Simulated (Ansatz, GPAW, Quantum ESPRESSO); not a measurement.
## The valence band of LiPS3 as photoemission sees it

Wanted: projected DOS of LiPS3, weighted into photoemission and X-ray emission spectra, at several levels of theory.

Calculated with Ansatz 0.2.0, Quantum ESPRESSO 7.5 and GPAW 26.7.0; DFT, PBEsol, plane-wave PAW, default files, scalar-relativistic, in the first sound run; inputs show where later runs differ.

## 1. The starting structure

The structure is monoclinic, space group C2/m (No. 12). The conventional cell has a = 11.116 Å, b = 7.007 Å, c = 6.525 Å, α = 90.00°, β = 125.57°, γ = 90.00°. Nearest to S lie 1 P at 1.96 Å and 2 Li at 2.56 Å. S has 1 P at 1.98 Å and 2 Li at 2.60 Å nearest. S has 2 P at 2.14 Å nearest. P has 4 S at 1.96 to 2.14 Å nearest. Nearest to Li lie 4 S at 2.56 to 2.60 Å. Farther neighbours and most contacts between anions are not listed.

## 2. The base run

First the ground state, then the DOS by atom and shell, which the cross sections turn into spectra. The DOS is taken on a denser mesh than the density.

Contents of input.yaml:

```yaml
crystal:
  lattice:
    - [5.5578, -3.5035, 0.0]
    - [5.5578, 3.5035, 0.0]
    - [-3.7957895619, 0.0, 5.3074392707]
  atoms:
    - { symbol: S, position: [0.6808, 0.6808, 0.0615] }
    - { symbol: S, position: [0.3192, 0.3192, 0.9385] }
    - { symbol: S, position: [0.8022, 0.8022, 0.6739] }
    - { symbol: S, position: [0.1978, 0.1978, 0.3261] }
    - { symbol: S, position: [0.7788, 0.2212, 0.5] }
    - { symbol: S, position: [0.2212, 0.7788, 0.5] }
    - { symbol: P, position: [0.8461, 0.8461, 0.4194] }
    - { symbol: P, position: [0.1539, 0.1539, 0.5806] }
    - { symbol: Li, position: [0.2407, 0.7593, 0.0] }
    - { symbol: Li, position: [0.7593, 0.2407, 0.0] }
kpoints:
  mp_grid: { grid: [4, 4, 4] }
  band_path:
    path:
      - [[0.0, 0.0, 0.0], [-0.400156, 0.400156, 0.0]]
      - [[-0.599844, -0.400156, 0.0], [-0.5, -0.5, 0.0], [0.0, 0.0, 0.0], [-0.5, -0.5, 0.5], [-0.748644, -0.251356, 0.5]]
      - [[-0.251356, 0.251356, 0.5], [0.0, 0.0, 0.5], [0.0, 0.0, 0.0]]
      - [[-0.5, 0.0, 0.5], [0.0, 0.0, 0.0], [-0.5, 0.0, 0.0]]
    npoints: 10
scf:
  occupations: { method: fermi_dirac, width: 0.02 }
  n_extra_bands: 24
hamiltonian:
  xc: pbesol
  pseudopotentials: { kind: paw }
output:
  forces: true
  stress: true
  dos:
    projected: true
    de: 0.05
    e_range: [-36, 12]
    nscf_kmesh: { grid: [8, 8, 8] }
  fatbands: true
```

Launch:

```console
ansatz run input.yaml --threads 2 --pin off --max-ram 6144MiB --backend cpu --events-out ev --progress --plain --runs-dir out
```

Numbers of over 12 decimals in the logs are rounded to 6 here.

The log of the run:

```text
scf.n_extra_bands = 24 over 26 filled bands (N_el = 52.0): the run solves 50 bands
Engine: ansatz 0.2.0, aarch64-unknown-linux-gnu
Pseudopotentials: kind: paw
Pseudopotential: S, paw, valence charge 6, recommended cutoff 420 eV (normal), S.paw.azcp
Pseudopotential: P, paw, valence charge 5, recommended cutoff 420 eV (normal), P.paw.azcp
Pseudopotential: Li, paw, valence charge 3, recommended cutoff 420 eV (normal), Li.paw.azcp
Functional definition: PBEsol
  exchange = pbesol_x
  correlation = pbesol_c
Crystal: 10 atoms, lattice volume = 206.690 Å³
Basis set: ecut = 420 eV, 3981 PW (Γ), exchange–correlation on 90×90×90 points (8 copies of the dense FFT grid, shifted against one another)
Bands: 50, of which v1, the nominal top of the filled ones, is band 26 counted from 1 (25 counted from 0)
Symmetry: 4 space group operations
Space group: C2/m (ITA 12), of the structure as read, at distance tolerance 5.9e-5 Å
k-points: 24 of 64
Non-local potential: S, projectors of the file, l = 0: 2, l = 1: 2, l = 2: 2
Non-local potential: P, projectors of the file, l = 0: 2, l = 1: 2, l = 2: 2
Non-local potential: Li, projectors of the file, l = 0: 3, l = 1: 2, l = 2: 1
PAW form: soft (Blöchl's): semilocal exchange-correlation on the pseudo side does not see the compensation charge
PAW frozen core: S, regenerated for the run's functional, and the local potential with it (the file was generated under x = pbe(κ = 0.804, μ = 0.219515), c = pbe(β = 0.066725))
PAW frozen core: P, regenerated for the run's functional, and the local potential with it (the file was generated under x = pbe(κ = 0.804, μ = 0.219515), c = pbe(β = 0.066725))
PAW one-centre angular grid: S, 110 points (default); XC on 64 Gauss nodes
PAW one-centre angular grid: P, 110 points (default); XC on 64 Gauss nodes
PAW one-centre angular grid: Li, 110 points (default); XC on 64 Gauss nodes
Initial density: superposition of atomic densities (neutral atoms: chi_scale 0, normalization atom), corrected by the library's trained network
Initial wavefunctions: pseudopotential atomic-orbital guess
Functional: x = pbesol(κ = 0.804, μ = 0.123457), c = pbesol(β = 0.046)
SCF iter   1: F=—  HF=-7201.318756 eV  |F-HF|=—  |Δ(HF+E_count)|=         —  Δρ=3.02e-3  dr2=2.25e-2  ethr=1.77e-3  ⟨swp⟩=7.9  Hψ=6714  notcnv=0  defer=153
preconditioner: auto → Resta (q_TF=auto, 2.168 Å⁻¹)  ε∞=3.0  [insulator: Δε(μ)=1.747 eV  Ē_g=12.589 eV  σ=0.020 eV  W_gap=1.00  n_scr=34 (ndim 8)  ℏωp=17.9 eV  f_vac=0.001  D(μ)=0.00/eV (n_scr^D=0)  ε∞_Penn≈3.0]
SCF iter   2: F=—  HF=-7201.312852 eV  |F-HF|=—  |Δ(HF+E_count)|=   5.90e-3  Δρ=1.83e-3  dr2=8.62e-3  ethr=4.33e-5  ⟨swp⟩=2.4  Hψ=2013  notcnv=0  defer=415
SCF iter   3: F=—  HF=-7201.312899 eV  |F-HF|=—  |Δ(HF+E_count)|=   4.75e-5  Δρ=5.30e-4  dr2=1.48e-3  ethr=1.66e-5  ⟨swp⟩=2.2  Hψ=1521  notcnv=0  defer=415
SCF iter   4: F=—  HF=-7201.312665 eV  |F-HF|=—  |Δ(HF+E_count)|=   2.35e-4  Δρ=2.23e-4  dr2=1.92e-4  ethr=2.84e-6  ⟨swp⟩=2.5  Hψ=1144  notcnv=0  defer=415
SCF iter   5: F=—  HF=-7201.312674 eV  |F-HF|=—  |Δ(HF+E_count)|=   9.74e-6  Δρ=4.40e-5  dr2=6.94e-6  ethr=3.69e-7  ⟨swp⟩=2.3  Hψ=1353  notcnv=0  defer=415
SCF iter   6: F=—  HF=-7201.312656 eV  |F-HF|=—  |Δ(HF+E_count)|=   1.86e-5  Δρ=1.24e-5  dr2=4.86e-7  ethr=1.33e-8  ⟨swp⟩=2.7  Hψ=1544  notcnv=0  defer=415
SCF iter   7: F=-7201.312656 eV  HF=-7201.312656 eV  |F-HF|=1.34e-8  |Δ(HF+E_count)|=   1.72e-7  Δρ=2.83e-6  dr2=3.40e-8  ethr=1.92e-10  ⟨swp⟩=13.6  Hψ=7403  notcnv=0
SCF 1 converged in 7 iterations: F = -7201.312656 eV  dr2 = 3.40e-8
  greatest PAW one-centre occupation: 0.999 electrons in one spin orbital (limit 2), on the Li atom at site 9 (counted from 0), in its partial waves of l = 0
NSCF: frozen V_eff on 94 k-points
NSCF: frozen V_eff on 150 k-points
SCF converged after 7 iterations
Free energy (F): -7201.312656 eV
Harris-Foulkes:  -7201.312656 eV  (|F-HF|=1.34e-8)
Internal energy: -7201.312656 eV  (E = F + TS)
E sigma→0 (E₀):  -7201.312656 eV
Fermi energy:    4.664180 eV
--- Per-component energies (eV) ---
  E_band       = -262.928426
  E_kinetic    = 832.787440
  E_local      = -1393.445410  (includes V_loc(G=0)·N_el)
  E_nonlocal   = 172.121602
  E_hartree    = 434.899928
  E_xc         = -721.949583
  E_vxc        = -675.491178  (∫ρ·V_xc dr)
  E_paw        = -4652.370533  (= ΣΔE_a)
  E_vpaw       = -68.698505  (= ΣTr[D̂ρ^β])
  E_aug_tail   = 0.000037  (compensation charges beyond the density's cutoff)
  E_ewald      = -1873.820025
  E_core_change = 0.463888  (= ΣΔE_core)
  E_smearing   = -0.000000  (= −TS)
  E_closure    = -0.000000  (closes the sum)
  Σ components = -7201.312656   (vs F -7201.312656, Δ=0.00e0)
--- Forces (eV/Å), atoms counted from 1 ---
  atom   1  S     -0.19056421     0.00000000    -0.63825940
  atom   2  S      0.19056421    -0.00000000     0.63825940
  atom   3  S     -0.41826774     0.00000000     0.34993346
  atom   4  S      0.41826774    -0.00000000    -0.34993346
  atom   5  S     -0.00000000     0.29964187     0.00000000
  atom   6  S      0.00000000    -0.29964187    -0.00000000
  atom   7  P      0.40840561     0.00000000     0.28531112
  atom   8  P     -0.40840561    -0.00000000    -0.28531112
  atom   9  Li     0.00000000    -0.00685321     0.00000000
  atom  10  Li    -0.00000000     0.00685321     0.00000000
  max |Σ_I F_I| component: 5.55e-17 eV/Å
--- Stress (GPa, compression-positive) ---
        0.563305       0.000000      -0.234523
        0.000000       0.056280      -0.000000
       -0.234525      -0.000000       1.856753
  P = ⅓ Tr σ = 0.8254 GPa (8.254 kbar)
--- Band table (eV; the first three rows and the last of 24) ---
  k-point 0: bands = [... 22 lower, 2.9559, 3.2235, 3.3147, 3.7723, 5.9536, 6.4483, 6.8775, 7.6318, ... 20 higher]
  k-point 1: bands = [... 22 lower, 2.9713, 3.1530, 3.3502, 3.3660, 5.6858, 6.5421, 6.6116, 7.5923, ... 20 higher]
  k-point 2: bands = [... 22 lower, 2.9835, 3.0428, 3.0444, 3.1207, 5.5562, 6.4054, 6.5202, 7.8179, ... 20 higher]
  k-point 23: bands = [... 22 lower, 2.9695, 3.0502, 3.0520, 3.2899, 6.3179, 6.6224, 7.2975, 7.5955, ... 20 higher]
```

Wall time 67 s (2 threads of Arm Neoverse V1, shared host); peak memory 0.91 GiB; 2.2 min of CPU time.

In the SCF lines HF is the Harris–Foulkes energy and dr2 the Hartree energy of the density residual, in eV; the loop may stop once dr2 is under the threshold and the program's other checks hold. Hψ counts applications of the Hamiltonian.

This step gave:

* free energy: -7201.3127 eV
* Fermi energy: 4.664 eV
* symmetry operations: 4
* pressure: 0.8254 GPa
* gap on the k-mesh: 1.784 eV
* zero of energy: valence-band maximum
* share of occupied states in no projected shell: 0.0167 of the occupied states in the window
* gap on the path: 1.784 eV
* least direct gap on the path: 2.168 eV
* valence top on path: 0 eV

Electronic bands along the path, in eV, zero at the valence-band maximum; v1 is the highest filled band, c1 the lowest empty one:

```tsv
point	v4	v3	v2	v1	c1	c2	c3	c4
Γ	-0.82	-0.55	-0.46	0.00	2.18	2.68	3.10	3.86
halfway	-1.12	-1.11	-0.33	-0.17	2.33	2.69	3.35	3.60
C	-1.11	-1.10	-0.77	-0.19	2.56	3.01	3.34	3.95
jump to C2	-1.11	-1.10	-0.77	-0.19	2.56	3.01	3.34	3.95
halfway	-1.22	-1.11	-0.62	-0.23	2.57	3.11	3.33	4.05
Y2	-1.27	-1.11	-0.55	-0.26	2.57	3.15	3.32	4.09
halfway	-0.79	-0.73	-0.53	-0.27	2.12	2.94	3.00	4.18
Γ	-0.82	-0.55	-0.46	0.00	2.18	2.68	3.10	3.86
halfway	-1.25	-0.59	-0.32	-0.15	2.28	2.85	3.13	4.10
M2	-0.80	-0.72	-0.72	-0.48	2.55	2.85	3.52	3.82
halfway	-0.93	-0.84	-0.68	-0.58	2.48	2.81	3.39	4.11
D	-1.18	-0.91	-0.75	-0.68	2.28	2.56	3.23	4.35
jump to D2	-1.18	-0.91	-0.75	-0.68	2.28	2.56	3.23	4.35
halfway	-0.88	-0.88	-0.79	-0.63	1.96	2.46	2.99	4.34
A	-0.79	-0.73	-0.73	-0.65	1.78	2.63	2.75	4.05
halfway	-0.80	-0.62	-0.42	-0.41	1.91	2.77	2.84	3.82
Γ	-0.82	-0.55	-0.46	0.00	2.18	2.68	3.10	3.86
jump to L2	-0.94	-0.74	-0.64	-0.35	2.16	3.10	3.14	4.29
halfway	-0.98	-0.74	-0.37	-0.23	2.15	2.86	3.15	3.88
Γ	-0.82	-0.55	-0.46	0.00	2.18	2.68	3.10	3.86
halfway	-1.13	-0.69	-0.39	-0.25	2.09	2.80	3.17	3.80
V2	-1.07	-0.71	-0.68	-0.48	1.98	2.93	3.22	3.78
```

Of the projections kept (S s, S p, P s, P p, Li s, not projected), the largest for each band there; the rest of the weight can lie on other orbitals:

```tsv
point	v4	v3	v2	v1	c1	c2	c3	c4
Γ	S p 0.94	S p 0.94	S p 0.94	S p 0.99	S p 0.55	P p 0.47	S p 0.41	S p 0.33
C	S p 0.96	S p 0.93	S p 0.97	S p 0.98	S p 0.58	P p 0.41	S p 0.44	S p 0.34
C2	S p 0.96	S p 0.93	S p 0.97	S p 0.98	S p 0.58	P p 0.41	S p 0.44	S p 0.34
Y2	S p 0.98	S p 0.95	S p 0.97	S p 0.98	S p 0.57	P p 0.40	S p 0.43	P p 0.34
Γ	S p 0.94	S p 0.94	S p 0.94	S p 0.99	S p 0.55	P p 0.47	S p 0.41	S p 0.33
M2	S p 0.94	S p 0.95	S p 0.97	S p 0.97	S p 0.54	S p 0.48	P p 0.45	P p 0.33
```

The DOS has structure finer than the step of the table below, so its rows give means over 1 eV, whole bins alone (the curve runs from -17.7 to 9.56 eV). Peaks (eV: height): total -14.5: 11.6, -12.9: 12.9, -12.7: 13.1, -12.2: 22.6; S 3p -2.4: 9.14, -1.3: 8.69, -0.6: 9.04, -0.4: 9.21; S 3s -14.5: 4.74, -12.9: 9.83, -12.7: 9.22, -12.2: 16.5; P 3p -12.7: 2.95, -12.2: 5.24, -6.0: 3.25, 4.4: 2.82; P 3s -16.1: 3.80, -14.5: 4.36, -8.6: 1.73, 3.2: 1.37.

* holds the states left over by the projection beside any projected weight of its own. DOS against E, zero at the valence-band maximum; means over each step; values in states/eV/cell:

```tsv
E (eV)	total	S 3p	S 3s	P 3p	P 3s	Li 2p*	Li 2s
-17	0	0	0	0	0	0	0
-16	2.00	0.262	0.834	0.0771	0.748	0	0.0656
-15	1.17	0.164	0.477	0.0490	0.439	0	0.0312
-14	0.830	0.115	0.342	0.0334	0.317	0	0.0149
-13	4.06	0.0740	2.99	0.870	0.0510	0	0.0492
-12	3.94	0.0755	2.85	0.911	0.00295	0	0.0728
-11	0	0	0	0	0	0	0
-10	0	0	0	0	0	0	0
-9	1.90	0.502	0.770	0.129	0.448	0.0161	0.0338
-8	0.471	0.159	0.185	0.0100	0.0887	0.00379	0.0251
-7	1.63	0.545	0.747	0.0156	0.264	0.0174	0.0407
-6	2.79	1.49	0.143	1.09	0.0132	0.0445	0.00588
-5	4.26	2.48	0.595	1.05	0.0245	0.0643	0.0459
-4	3.51	2.11	0.353	0.913	0.00215	0.0578	0.0696
-3	3.68	2.87	0.205	0.401	0.00463	0.0775	0.124
-2	7.37	6.71	0.119	0.116	0.0175	0.265	0.134
-1	8.21	7.78	0.0571	0.0805	0.0163	0.222	0.0548
0	2.19	2.11	0.0153	0.0166	0.00655	0.0334	0.00591
1	0	0	0	0	0	0	0
2	1.92	0.981	0.0249	0.368	0.369	0.165	0.0129
3	4.07	1.63	0.192	0.901	0.575	0.694	0.0781
4	3.89	1.31	0.153	1.31	0.0997	0.876	0.136
5	5.41	1.46	0.313	1.40	0.166	1.79	0.280
6	5.39	0.753	0.156	0.590	0.0639	3.25	0.580
7	7.20	0.577	0.109	0.267	0.0723	5.38	0.798
8	6.32	0.367	0.0596	0.147	0.0313	5.15	0.571
9	7.23	0.293	0.0494	0.131	0.0140	6.41	0.339
```

Sums over each group's atoms; a table of it gives point samples, which can step over narrow peaks. DOS of the group against E, zero at the valence-band maximum; 7 of 9 lines; values in states/eV:

```tsv
E (eV)	S3: S 3p	S1: S 3p	S5: S 3p	P7: P 3p	S3: S 3s	S1: S 3s	S5: S 3s
-16	0.0946	0.0891	0.201	0.116	0.152	0.174	0.859
-14	0	0	0	0	0	0	0
-12	0.00968	0.00768	0.00325	0.227	0.373	0.339	0.00610
-10	0	0	0	0	0	0	0
-8	0.00973	0.0114	0.0202	3.5e-4	0.00786	0.00771	0.0227
-6	0.240	0.226	1.83	1.96	0.0181	0.0299	0.0316
-4	0.226	0.295	0.0369	0.228	0.0476	0.0783	0.00451
-2	2.72	2.11	2.05	0.125	0.0543	0.0463	0.0275
0	0.109	0.168	0.132	0.00153	5.0e-4	1.8e-4	4.1e-4
2	0.136	0.148	1.10	0.558	0.0114	0.00226	0.0222
4	0.309	0.306	0.773	1.43	0.0678	0.0792	0.0340
6	0.191	0.178	0.210	0.385	0.0446	0.0419	0.0441
8	0.136	0.130	0.0961	0.149	0.0166	0.0258	0.0134
```

This run's widths, added to any smearing of the DOS itself: Gaussian 0.3 eV, Lorentzian 0.05 eV plus 0.03 an eV of depth. Table of intensity by binding energy, zero at the valence-band maximum; values in % of the maximum within 13 eV:

```tsv
binding energy (eV)	21.2 eV	40.8 eV	600 eV	1486.7 eV	5950 eV
-1	0.759	0.906	0.864	0.516	0.257
0	11.5	11.6	11.2	5.93	2.01
1	94.6	94.8	91.0	47.8	15.7
2	78.1	80.7	76.4	41.0	14.6
3	31.2	36.3	33.0	18.7	8.12
4	18.5	27.4	24.3	15.2	8.61
5	32.8	52.0	47.0	31.1	19.4
6	27.4	41.7	34.2	19.4	8.69
7	7.18	23.4	24.1	21.9	20.0
8	2.96	10.2	10.2	9.27	8.49
9	4.78	19.8	20.0	18.6	17.4
10	0.454	2.99	3.06	2.89	2.76
11	0.225	5.02	5.24	5.16	5.09
12	-	52.6	55.5	55.4	55.4
13	-	65.3	69.3	69.7	69.9
14	-	14.8	15.1	15.0	14.8
15	-	14.3	14.4	14.2	13.9
16	-	28.2	28.3	28.1	27.5
17	-	5.20	5.23	5.18	5.08
```

Maxima picked by a test of local sharpness, so broad peaks and shoulders can be missing; peaks within 0.45 eV of a curve's cut are left out. Valence peaks, by row, the first 40 of 51 rows:

```tsv
photon energy (eV)	binding energy (eV)	height (% of the maximum within 13 eV)	main shell	its share (%)
21.2	8.663	10.58	S 3p	84.27
21.2	7.263	11.67	S 3p	91.54
21.2	6.013	27.97	S 3p	77.53
21.2	5.113	34.46	S 3p	85.45
21.2	4.413	52.72	S 3p	85.3
21.2	3.413	31.36	S 3p	87.25
21.2	2.213	83.02	S 3p	97.87
21.2	0.8129	100	S 3p	99.15
40.8	16.16	35.1	S 3s	45.35
40.8	14.51	38.95	S 3s	46.26
40.8	12.36	95.1	S 3s	78.65
40.8	8.663	44.16	S 3s	46.37
40.8	7.263	40.01	S 3s	51.22
40.8	6.013	42.45	S 3p	49.75
40.8	5.113	55.11	S 3p	52.02
40.8	4.413	76.44	S 3p	57.27
40.8	3.413	45.08	S 3p	59.08
40.8	2.213	86.36	S 3p	91.58
40.8	0.8129	100	S 3p	96.51
600	16.16	35.22	S 3s	53.1
600	14.51	39.29	S 3s	53.86
600	12.36	100	S 3s	87.86
600	8.663	44.7	S 3s	53.82
600	7.263	41.44	S 3s	58.1
600	6.013	34.75	S 3p	58.97
600	5.163	50.08	S 3p	55.34
600	4.413	67.15	S 3p	63.26
600	3.413	40.53	S 3p	63.77
600	2.213	81.57	S 3p	94.09
600	0.8129	96.11	S 3p	97.43
1487	16.16	34.96	S 3s	57.02
1487	14.51	38.89	S 3s	58.01
1487	12.36	100	S 3s	93.67
1487	8.663	41.71	S 3s	61.49
1487	7.263	38.04	S 3s	67.47
1487	6.013	19.58	S 3p	53.91
1487	5.163	33.45	S 3s	44.05
1487	4.413	41.13	S 3p	53.2
1487	3.413	25.22	S 3p	52.81
1487	2.213	43.94	S 3p	89.99
```

The intensity has structure finer than the step of the table below, so its rows give means over 1 eV, whole bins alone (the curve runs from -17.7 to 1.46 eV). Peaks (eV: height): S K-beta -1.1: 99.9; S K-beta, E along x -4.6: 40.6, -1.0: 97.0; S K-beta, E along y -1.1: 128; S K-beta, E along z -4.5: 59.3, -2.1: 82.6; S L2,3 -12.5: 99.9, -7.3: 21.2.

Shapes are the site's partial DOS without matrix elements, which overweights lines from ligand s bands. Table of intensity by emission energy less the core level's binding energy, zero at the valence-band maximum; means over each step; 7 of 10 lines; values in % of the unpolarised maximum:

```tsv
emission energy less the core level's binding energy (eV)	S K-beta	S K-beta, E along x	S K-beta, E along y	S K-beta, E along z	S L2,3	P K-beta	P K-beta, E along x
-17	1.39	0.936	1.82	1.42	6.35	3.72	7.10
-16	2.45	1.75	3.04	2.56	14.7	6.65	13.2
-15	2.56	3.09	1.32	3.25	14.1	9.28	15.4
-14	2.32	3.00	0.868	3.08	19.7	20.1	23.8
-13	1.81	1.84	1.18	2.42	70.1	64.3	61.1
-12	1.72	1.84	1.08	2.22	63.7	62.1	46.4
-11	1.37	1.61	0.996	1.51	8.62	16.7	12.4
-10	2.19	3.05	1.35	2.18	3.53	7.76	8.62
-9	5.81	9.46	2.50	5.47	14.3	11.3	20.1
-8	8.33	9.66	7.09	8.23	15.4	12.1	16.5
-7	12.4	13.5	12.4	11.3	15.4	27.6	15.0
-6	23.9	29.5	18.8	23.3	7.43	80.6	57.7
-5	36.4	37.0	21.0	51.2	14.7	96.7	121
-4	37.2	31.4	33.0	47.1	9.88	78.8	90.8
-3	53.6	37.4	68.7	54.5	5.56	39.2	22.3
-2	88.3	82.4	103	79.8	3.30	16.5	15.6
-1	95.9	93.7	120	74.0	1.87	10.1	10.2
0	45.2	46.3	50.3	38.9	0.682	4.76	4.52
```

Window up to 9.6 eV. Shell moments, by row:

```tsv
element	shell	occupied states an atom	centre of occupied part (eV)	rms width of occupied part (eV)	centre up to the window's top (eV)	rms width up to the window's top (eV)
S	3s	1.78	-11.09	3.546	-9.618	5.788
S	3p	4.577	-2.919	2.746	-1.316	4.026
P	3s	1.222	-12.51	3.863	-6.646	8.41
P	3p	2.879	-7.525	3.936	-1.786	6.798
Li	2s	0.3867	-6.853	5.121	3.884	6.23
Li	2p*	0.4007	-2.646	1.925	7.018	2.416
```

The broadened DOS, unweighted empty DOS by E, zero at the valence-band maximum; read off at these points:

```tsv
E (eV)	broadened DOS, unweighted empty DOS (states/eV/cell)
1.00	1.2e-4
1.50	0.121
2.00	2.30
2.50	2.87
3.00	5.16
3.06	5.18
3.50	1.95
4.00	4.04
4.36	5.87
4.50	5.72
5.00	5.29
5.50	5.78
6.00	5.09
6.50	6.43
7.00	7.40
7.06	7.45
7.50	7.15
8.00	6.22
8.50	6.02
```

Recipe: projected DOS times atomic cross section and asymmetry factor (unpolarised light, 54.7° from the beam), occupied states only, Fermi edge at 77 K, a Lorentzian width of 0.05 eV growing by 0.03 eV per eV of binding energy, and a resolution of 0.3 eV. Curves are cut 10 eV under the photon energy, above any shell that the free atom's threshold puts out of reach, or at the lower edge of the window: 11.2 eV at 21.2 eV, 17.8 eV at 40.8 eV, 17.8 eV at 600 eV, 17.8 eV at 1486.7 eV and 17.8 eV at 5950 eV. A star in tables and legends marks shells that hold the states left over by the projection (1.7 % of the filled ones), a stand-in for orbitals that the files don't project on. Matrix elements of the solid and inelastic losses aren't modelled, nor non-dipole terms, which matter above 3 keV.

Share of each shell in the spectrum's area (%), by photon energy:

```tsv
shell	21.2 eV	40.8 eV	600 eV	1486.7 eV	5950 eV
S 3s	0.0	29.9	36.3	51.8	72.5
S 3p	93.9	50.1	50.2	34.6	13.9
P 3s	0.2	7.0	6.5	9.0	11.9
P 3p	4.9	11.5	7.0	4.5	1.7
```

Cross sections used, in Mb an electron:

```tsv
shell	21.2 eV	40.8 eV	600 eV	1486.7 eV	5950 eV
S 3s	-	0.21	0.0063	9.8e-4	3.4e-5
S 3p	1.1	0.14	0.0034	2.5e-4	2.5e-6
P 3s	0.075	0.21	0.0049	7.5e-4	2.4e-5
P 3p	0.40	0.15	0.0022	1.6e-4	1.5e-6
```

At this level the gap is 1.78 eV on the path.

(Continued in part 2 of 7.)

[Logs are printed without paths, hosts, clocks, repeated set-up lines and the standing remarks that a program may print on its own settings, such as how far it seeks lower states.]

[Hosts, paths, dates, database ids (printed as entryN), source tags and the programs' standing remarks are cut or masked in the printed files.]

[Maps of the electrostatic potential energy from Ansatz leave out the sawtooth potential of an applied field or a dipole correction, so their vacuum need not be flat; work functions include it.]

[Peak lists hold at most the 14 tallest peaks of each spectrum; further lines can be left out.]
